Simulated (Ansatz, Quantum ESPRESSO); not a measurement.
# CaO (Lime): third-order response, part 2 of 3

Which lines does CaO (Lime) show in Raman and infrared spectra?

Quantum ESPRESSO 8.0 development, patched; DFT LDA, scalar-relativistic, plane waves, PseudoDojo norm-conserving pseudopotentials.

So far. Step 2 (A probe with smearing): A gap of 3.5 eV opens on this mesh, so the crystal is taken as an insulator; the start stands at -7.6 GPa. Step 4 (Ground state): The cell stands at -0.029 GPa, close enough for phonons. The relaxed cell has a = 4.704 Å (conventional setting).

## Step 5: Zone-centre response

At q = 0 one unit cell holds all displacements; symmetry groups them into irreducible representations that are solved one by one. The response to a field gives ε∞ and the Born charges, which polar modes need. Third-order response adds the Raman tensors.

Input file ph.in:

```
phonons
&INPUTPH
  prefix = 'x'
  outdir = './tmp'
  fildyn = 'g.dyn'
  tr2_ph = 1.0d-18
  epsil  = .true.
  lraman = .true.
  elop   = .true.
/
0.000000000000 0.000000000000 0.000000000000
```

Command:

```console
$ OMP_NUM_THREADS=1 mpirun -n 2 ph.x -nk 2 -in ph.in > ph.out
```

The program printed:

```text
[banners, grids, parts of the stress and lines that vanish by symmetry left out]
[banner, memory and clock lines left out]
Program PHONON v.8.0dev

     Dynamical matrices for q-points given in input
     (   1q-points):
       N         xq(1)         xq(2)         xq(3)
       1   0.000000000   0.000000000   0.000000000

     ./tmp/x.save/

     IMPORTANT: XC functional enforced from input :
     Exchange-correlation= PW
                           (   1   4   0   0   0   0   0)
     Any further DFT definition will be discarded
     Please, verify this is what you really want

     G-vector sticks info

     Reading collected, re-writing distributed wavefunctions in ./tmp/

     Number and degeneracy of irreps per q-point
       N         xq(1)         xq(2)         xq(3)   N irreps
       1   0.000000000   0.000000000   0.000000000       2
        3   3

     Calculation of q =    0.0000000   0.0000000   0.0000000

     phonons

     bravais-lattice index     =            2
     lattice parameter (alat)  =       8.8895  a.u.
     unit-cell volume          =     175.6195 (a.u.)^3
     number of atoms/cell      =            2
     number of atomic types    =            2
     kinetic-energy cut-off    =      84.0000  Ry
     charge density cut-off    =     336.0000  Ry
     convergence threshold     =      1.0E-18
     beta                      =       0.7000
     number of iterations used =            4
     Exchange-correlation= PW
                           (   1   4   0   0   0   0   0)

     celldm(1)=    8.88951  celldm(2)=    0.00000  celldm(3)=    0.00000
     celldm(4)=    0.00000  celldm(5)=    0.00000  celldm(6)=    0.00000

     crystal axes: (cart. coord. in units of alat)
               a(1) = ( -0.5000  0.0000  0.5000 )
               a(2) = (  0.0000  0.5000  0.5000 )
               a(3) = ( -0.5000  0.5000  0.0000 )

     reciprocal axes: (cart. coord. in units 2 pi/alat)
               b(1) = ( -1.0000 -1.0000  1.0000 )
               b(2) = (  1.0000  1.0000  1.0000 )
               b(3) = ( -1.0000  1.0000 -1.0000 )

     Atoms inside the unit cell:

     Cartesian axes

     site n.  atom      mass           positions (alat units)
        1  Ca     40.0780   tau(    1) = (    0.00000    0.00000    0.00000  )
        2  O      15.9990   tau(    2) = (   -0.50000    0.50000    0.50000  )

     Computing dynamical matrix for
                    q = (   0.0000000   0.0000000   0.0000000 )

     49 Sym.Ops. (with q -> -q+G )

     G cutoff =  672.5657  (  18197 G-vectors)     FFT grid: ( 40, 40, 40)
     number of k points=    29
                       cart. coord. in units 2pi/alat
        k(    1) = (   0.0000000   0.0000000   0.0000000), wk =   0.0039062
        k(    2) = (  -0.1250000   0.1250000  -0.1250000), wk =   0.0312500
        k(    3) = (  -0.2500000   0.2500000  -0.2500000), wk =   0.0312500
        [... further k-points left out ...]

     PseudoPot. # 1 for Ca read from file:
     ./pseudo/Ca.upf
     Pseudo is Norm-conserving + core correction, Zval = 10.0

     PseudoPot. # 2 for O  read from file:
     ./pseudo/O.upf
     Pseudo is Norm-conserving + core correction, Zval =  6.0

     Mode symmetry, O_h (m-3m)  point group:

     Electric field:
     Dielectric constant
     Born effective charges as d Force / d E
     Raman tensor
     Electro-optic tensor

     Atomic displacements:
     There are    2 irreducible representations

     Representation     1      3 modes -  To be done

     Representation     2      3 modes -  To be done

     Alpha used in Ewald sum =   2.8000

     Electric Fields Calculation

     The passes end when |ddv_scf|^2 is under  8.7E-20 (on this mesh; tr2_ph alone asks  1.0E-18)

      iter #   1   av.it.:   6.6
      thresh= 1.000E-02 alpha_mix =  0.700 |ddv_scf|^2 =  1.832E-08

      [... iterations left out ...]
      iter #   8   av.it.:  12.5
      thresh= 2.574E-10 alpha_mix =  0.700 |ddv_scf|^2 =  1.260E-20

     End of electric fields calculation

          Dielectric constant in cartesian axis

          (       3.870661463       0.000000000       0.000000000 )
          (       0.000000000       3.870661463       0.000000000 )
          (      -0.000000000      -0.000000000       3.870661463 )

          Effective charges (d Force / dE) in cartesian axis without acoustic sum rule applied (asr)

           atom    1  Ca    Mean Z*:        2.37852
      Ex  (        2.37852       -0.00000        0.00000 )
      Ey  (       -0.00000        2.37852       -0.00000 )
      Ez  (        0.00000       -0.00000        2.37852 )
           atom    2  O     Mean Z*:       -2.37887
      Ex  (       -2.37887       -0.00000       -0.00000 )
      Ey  (       -0.00000       -2.37887       -0.00000 )
      Ez  (        0.00000        0.00000       -2.37887 )

          Effective charges Sum: Mean:       -0.00035
             -0.00035       -0.00000        0.00000
             -0.00000       -0.00035       -0.00000
              0.00000       -0.00000       -0.00035

          Effective charges (d Force / dE) in cartesian axis with asr applied:
           atom    1  Ca    Mean Z*:        2.37870
      E*x (        2.37870        0.00000        0.00000 )
      E*y (        0.00000        2.37870       -0.00000 )
      E*z (        0.00000       -0.00000        2.37870 )
           atom    2  O     Mean Z*:       -2.37870
      E*x (       -2.37870       -0.00000       -0.00000 )
      E*y (        0.00000       -2.37870        0.00000 )
      E*z (       -0.00000        0.00000       -2.37870 )

     Calling punch_plot_e
     Writing on file  drho

     Computing Pc [DH,Drho] |psi>

     Derivative coefficient:  0.001000    Threshold: 1.00E-12
     Message from routine dhdrhopsi:
     some bands at k + dk did not converge to eth_ns: the Raman tensors may be inaccurate, compare with a run at another eth_ns or dek
     Non-scf  u_k: avg # of iterations = 20.9
     Non-scf Du_k: avg # of iterations = 31.5

          Dielectric constant from finite-differences

          (       3.870669456       0.000000000      -0.000000000 )
          (       0.000000000       3.870669456      -0.000000000 )
          (      -0.000000000      -0.000000000       3.870669456 )

              Electro-optic tensor is defined as
            the derivative of the dielectric tensor
              with respect to one electric field
                 units are Rydberg a.u.

            to obtain the static chi^2 multiply by 1/2

            to convert to pm/Volt multiply per 2.7502

          Electro-optic tensor in cartesian axis:

          (      -0.000000000      -0.000000000       0.000000000 )
          (       0.000000000       0.000000000       0.000000000 )
          (      -0.000000000      -0.000000000      -0.000000000 )

          (      -0.000000000       0.000000000      -0.000000000 )
          (      -0.000000000      -0.000000000      -0.000000000 )
          (       0.000000000      -0.000000000      -0.000000000 )

          (      -0.000000000       0.000000000       0.000000000 )
          (      -0.000000000       0.000000000      -0.000000000 )
          (      -0.000000000      -0.000000000       0.000000000 )

          Electro-optic tensor: contribution #   1

          (      -0.000000000       0.000000000      -0.000000000 )
          (      -0.000000000      -0.000000000      -0.000000000 )
          (      -0.000000000      -0.000000000      -0.000000000 )

          (      -0.000000000      -0.000000000      -0.000000000 )
          (      -0.000000000      -0.000000000       0.000000000 )
          (      -0.000000000       0.000000000      -0.000000000 )

          (      -0.000000000       0.000000000      -0.000000000 )
          (       0.000000000      -0.000000000       0.000000000 )
          (      -0.000000000      -0.000000000       0.000000000 )

          Electro-optic tensor: contribution #   2

          (      -0.000000000       0.000000000      -0.000000000 )
          (      -0.000000000       0.000000000      -0.000000000 )
          (       0.000000000       0.000000000      -0.000000000 )

          (      -0.000000000       0.000000000      -0.000000000 )
          (       0.000000000      -0.000000000       0.000000000 )
          (       0.000000000       0.000000000      -0.000000000 )

          (       0.000000000       0.000000000       0.000000000 )
          (      -0.000000000       0.000000000       0.000000000 )
          (       0.000000000       0.000000000       0.000000000 )

     Computing Second order response

      iter #   1   av.it.:   8.7
      thresh= 1.000E-02 alpha_mix =  0.700 |ddv_scf|^2 =  1.570E-07

      [... iterations left out ...]
      iter #   9   av.it.:  13.8
      thresh= 6.630E-11 alpha_mix =  0.700 |ddv_scf|^2 =  8.220E-21

          Raman tensor (au^-1) in cartesian axis

           atom      1
          (       0.000000000       0.000000000       0.000000000 )
          (       0.000000000      -0.000000000      -0.000000000 )
          (      -0.000000000      -0.000000000       0.000000000 )

          (      -0.000000000       0.000000000       0.000000000 )
          (      -0.000000000       0.000000000      -0.000000000 )
          (      -0.000000000      -0.000000000       0.000000000 )

          (       0.000000000       0.000000000       0.000000000 )
          (       0.000000000       0.000000000       0.000000000 )
          (      -0.000000000       0.000000000       0.000000000 )

           atom      2
          (      -0.000000000      -0.000000000       0.000000000 )
          (      -0.000000000      -0.000000000      -0.000000000 )
          (      -0.000000000      -0.000000000       0.000000000 )

          (       0.000000000      -0.000000000      -0.000000000 )
          (       0.000000000       0.000000000       0.000000000 )
          (      -0.000000000       0.000000000      -0.000000000 )

          (      -0.000000000       0.000000000       0.000000000 )
          (      -0.000000000       0.000000000      -0.000000000 )
          (       0.000000000       0.000000000       0.000000000 )

     Raman tensor (A^2)

     atom #    1    pol.  1
      0.258973624929E-22      0.164016629122E-21      0.578374429008E-21
      0.164016629122E-21     -0.250341170764E-21     -0.664698970651E-21
     -0.802818237279E-21     -0.940937503908E-21      0.258973624929E-22
     atom #    1    pol.  2
     -0.733758603965E-21      0.233076262436E-21      0.647434062322E-21
     -0.871877870594E-21      0.949569958072E-22     -0.142435493711E-20
[...]
atom #    1    pol.  3
[...]
atom #    2    pol.  1
[...]
atom #    2    pol.  2
[...]
atom #    2    pol.  3
[...]
0.100999713722E-20      0.112221904136E-21      0.163153383705E-20

     Representation #   1 modes #   1   2   3

     Self-consistent Calculation

     The passes end when |ddv_scf|^2 is under  8.7E-20 (on this mesh; tr2_ph alone asks  1.0E-18)

      iter #   1   av.it.:   7.5
      thresh= 1.000E-02 alpha_mix =  0.700 |ddv_scf|^2 =  7.594E-07

      [... iterations left out ...]
      iter #   8   av.it.:  12.7
      thresh= 5.054E-10 alpha_mix =  0.700 |ddv_scf|^2 =  3.819E-20

     End of self-consistent calculation

     Convergence has been achieved

     Representation #   2 modes #   4   5   6

     Self-consistent Calculation

     The passes end when |ddv_scf|^2 is under  8.7E-20 (on this mesh; tr2_ph alone asks  1.0E-18)

      iter #   1   av.it.:   7.8
      thresh= 1.000E-02 alpha_mix =  0.700 |ddv_scf|^2 =  1.404E-06

      [... iterations left out ...]
      iter #   8   av.it.:  12.7
      thresh= 9.914E-11 alpha_mix =  0.700 |ddv_scf|^2 =  5.388E-20

     End of self-consistent calculation

     Convergence has been achieved

     Number of q in the star =    1
     List of q in the star:
          1   0.000000000   0.000000000   0.000000000

          Dielectric constant in cartesian axis

          (       3.870661463       0.000000000       0.000000000 )
          (       0.000000000       3.870661463       0.000000000 )
          (      -0.000000000      -0.000000000       3.870661463 )

          Effective charges (d Force / dE) in cartesian axis without acoustic sum rule applied (asr)

           atom    1  Ca    Mean Z*:        2.37852
      Ex  (        2.37852       -0.00000        0.00000 )
      Ey  (       -0.00000        2.37852       -0.00000 )
      Ez  (        0.00000       -0.00000        2.37852 )
           atom    2  O     Mean Z*:       -2.37887
      Ex  (       -2.37887       -0.00000       -0.00000 )
      Ey  (       -0.00000       -2.37887       -0.00000 )
      Ez  (        0.00000        0.00000       -2.37887 )

          Effective charges Sum: Mean:       -0.00035
             -0.00035       -0.00000        0.00000
             -0.00000       -0.00035       -0.00000
              0.00000       -0.00000       -0.00035

          Effective charges (d Force / dE) in cartesian axis with asr applied:
           atom    1  Ca    Mean Z*:        2.37870
      E*x (        2.37870        0.00000        0.00000 )
      E*y (        0.00000        2.37870       -0.00000 )
      E*z (        0.00000       -0.00000        2.37870 )
           atom    2  O     Mean Z*:       -2.37870
      E*x (       -2.37870       -0.00000       -0.00000 )
      E*y (        0.00000       -2.37870        0.00000 )
      E*z (       -0.00000        0.00000       -2.37870 )

     Diagonalizing the dynamical matrix

     q = (    0.000000000   0.000000000   0.000000000 )

 **************************************************************************
     freq (    1) =      -0.033068 [THz] =      -1.103037 [cm-1]
     freq (    2) =      -0.033068 [THz] =      -1.103037 [cm-1]
     freq (    3) =      -0.033068 [THz] =      -1.103037 [cm-1]
     freq (    4) =       8.720875 [THz] =     290.897092 [cm-1]
     freq (    5) =       8.720875 [THz] =     290.897092 [cm-1]
     freq (    6) =       8.720875 [THz] =     290.897092 [cm-1]
 **************************************************************************

     Mode symmetry, O_h (m-3m)  point group:

     freq (   1-   3) =         -1.1  [cm-1]   --> T_1u G_15  G_4- I
     freq (   4-   6) =        290.9  [cm-1]   --> T_1u G_15  G_4- I
```

The job ended after 6 min (2 MPI ranks of Intel Xeon Platinum 8375C at 2.90GHz (Ice Lake), shared host).

Read from the output:

```
miss of the charge sum rule                                       : 3.50e-4 e
largest acoustic frequency at the zone centre before the sum rule : -1.1 cm⁻¹
highest optical zone-centre mode (no LO-TO term)                  : 290.9 cm⁻¹
lowest optical zone-centre mode                                   : 290.9 cm⁻¹
mean high-frequency dielectric constant                           : 3.871
largest Born charge in size (third of the trace)                  : 2.379 e
```

Born charge (rows field, columns displacement), before the sum rule (e), principal values of the symmetric part by kind of site:

```csv
atom,atoms with these values,low,middle,high,mean
Ca1,1,2.38,2.38,2.38,2.38
O2,1,-2.38,-2.38,-2.38,-2.38
```

In full for O2:

```
-2.38  0.00  0.00
 0.00 -2.38  0.00
 0.00  0.00 -2.38
```

High-frequency dielectric tensor:

```
3.87 0.00 0.00
0.00 3.87 0.00
0.00 0.00 3.87
```

The acoustic modes at Γ come out as far as 1.1 cm⁻¹ from zero, where they should vanish, a small numerical error; the Born charges miss their sum rule by 3.5e-4 e, which is good.

## Step 6: Zone-centre analysis

A rigid shift of the crystal must cost nothing, but grids and finite bases break this; the acoustic sum rule is imposed before the matrix is diagonalised again. With Born charges the intensities follow, and the static dielectric tensor.

Input file dynmat.in:

```
&INPUT
  fildyn = 'g.dyn'
  asr    = 'simple'
  fileig = 'dynmat.eig'
  lperm  = .true.
/
```

Command:

```console
$ dynmat.x -in dynmat.in > dynmat.out
```

The program printed:

```text
[banner, memory and clock lines left out]
Program DYNMAT v.8.0dev

     Reading Dynamical Matrix from file g.dyn
     ...Force constants read
     ...epsilon and Z* read
     ...Raman cross sections read
     A direction for q was not specified:TO-LO splitting will be absent

     Polarizability (A^3 units)
     multiply by 0.511016 for Clausius-Mossotti correction (not under assume_isolated = 'mt')
         5.944952    0.000000   -0.000000
         0.000000    5.944952   -0.000000
         0.000000    0.000000    5.944952

     IR activities are in (D/A)^2/amu units

# mode   [cm-1]    [THz]      IR
    1     -0.00   -0.0000    0.0000
    2     -0.00   -0.0000    0.0000
    3      0.00    0.0000    0.0000
    4    290.90    8.7211   11.4165
    5    290.90    8.7211   11.4165
    6    290.90    8.7211   11.4165

Electronic dielectric permittivity tensor (relative, adimensional)
         3.870661    0.000000   -0.000000
         0.000000    3.870661   -0.000000
         0.000000    0.000000    3.870661

 ... with zone-center polar mode contributions
        14.926897    0.000000   -0.000000
         0.000000   14.926897    0.000000
        -0.000000    0.000000   14.926897
```

It took 0.58 s on 1 thread.

This step gave:

- mean static dielectric constant: 14.93

Unit eigenvectors of the mass-weighted matrix after the sum rule; no LO-TO term. Modes at Γ, with each element's share of the kinetic energy:

```csv
mode,frequency (cm⁻¹),symmetry,Ca %,O %
1,0.0,acoustic,71,29
2,0.0,acoustic,71,29
3,0.0,acoustic,71,29
4,290.9,T1u,29,71
5,290.9,T1u,29,71
6,290.9,T1u,29,71
```

Displacements in mode 4 (290.9 cm⁻¹), the largest set to 1:
```
Ca1  0.07 -0.40 -0.20
O2  -0.18  1.00  0.50
```

Degenerate modes summed, no LO-TO term. Infrared lines, with heights relative to the strongest:

```csv
position (cm⁻¹),lines merged,label,"IR intensity, relative"
291,3,T1u,100
```

Static dielectric tensor (ions relaxed, fixed cell):

```
14.93  0.00  0.00
 0.00 14.93  0.00
 0.00  0.00 14.93
```

The rule moves no optical mode by more than 0.1 cm⁻¹.

## Step 7: Sum rules set otherwise (asr crystal)

The rule can be imposed in more than one way; the choices should agree where the raw error is small.

Input file dynmat.in:

```
&INPUT
  fildyn = 'g.dyn'
  asr    = 'crystal'
  fileig = 'dynmat.eig'
  lperm  = .true.
/
```

Command:

```console
$ dynmat.x -in dynmat.in > dynmat.out
```

The program printed:

```text
[banner, memory and clock lines left out]
Program DYNMAT v.8.0dev

     Reading Dynamical Matrix from file g.dyn
     ...Force constants read
     ...epsilon and Z* read
     ...Raman cross sections read
     Acoustic Sum Rule: || Z*(ASR) - Z*(orig)|| =    4.273618E-04
     Acoustic Sum Rule: ||dyn(ASR) - dyn(orig)||=    1.418509E-05
     A direction for q was not specified:TO-LO splitting will be absent

     Polarizability (A^3 units)
     multiply by 0.511016 for Clausius-Mossotti correction (not under assume_isolated = 'mt')
         5.944952    0.000000   -0.000000
         0.000000    5.944952   -0.000000
         0.000000    0.000000    5.944952

     IR activities are in (D/A)^2/amu units

# mode   [cm-1]    [THz]      IR
    1     -0.00   -0.0000    0.0000
    2     -0.00   -0.0000    0.0000
    3      0.00    0.0000    0.0000
    4    290.90    8.7210   11.4165
    5    290.90    8.7210   11.4165
    6    290.90    8.7210   11.4165

Electronic dielectric permittivity tensor (relative, adimensional)
         3.870661    0.000000   -0.000000
         0.000000    3.870661   -0.000000
         0.000000    0.000000    3.870661

 ... with zone-center polar mode contributions
        14.927092    0.000000    0.000000
         0.000000   14.927092    0.000000
         0.000000    0.000000   14.927092
```

Run time: 0.58 s. Hardware: 1 thread.

Zone-centre frequencies as printed; negative means imaginary. Modes:

```csv
mode,frequency (cm⁻¹)
1,0
2,0
3,0
4,290.9
5,290.9
6,290.9
```

Against the first rule no mode moves by more than 0.1 cm⁻¹.

[end of part 2 of 3]

[Host names and launcher messages were left out of these logs when they were recorded.]

[Logs are printed without paths, hosts, clocks, repeated set-up lines and the standing remarks that a program may print on its own settings, such as how far it seeks lower states.]

[Hosts, paths, dates, database ids (printed as entryN), source tags and the programs' standing remarks are cut or masked in the printed files.]
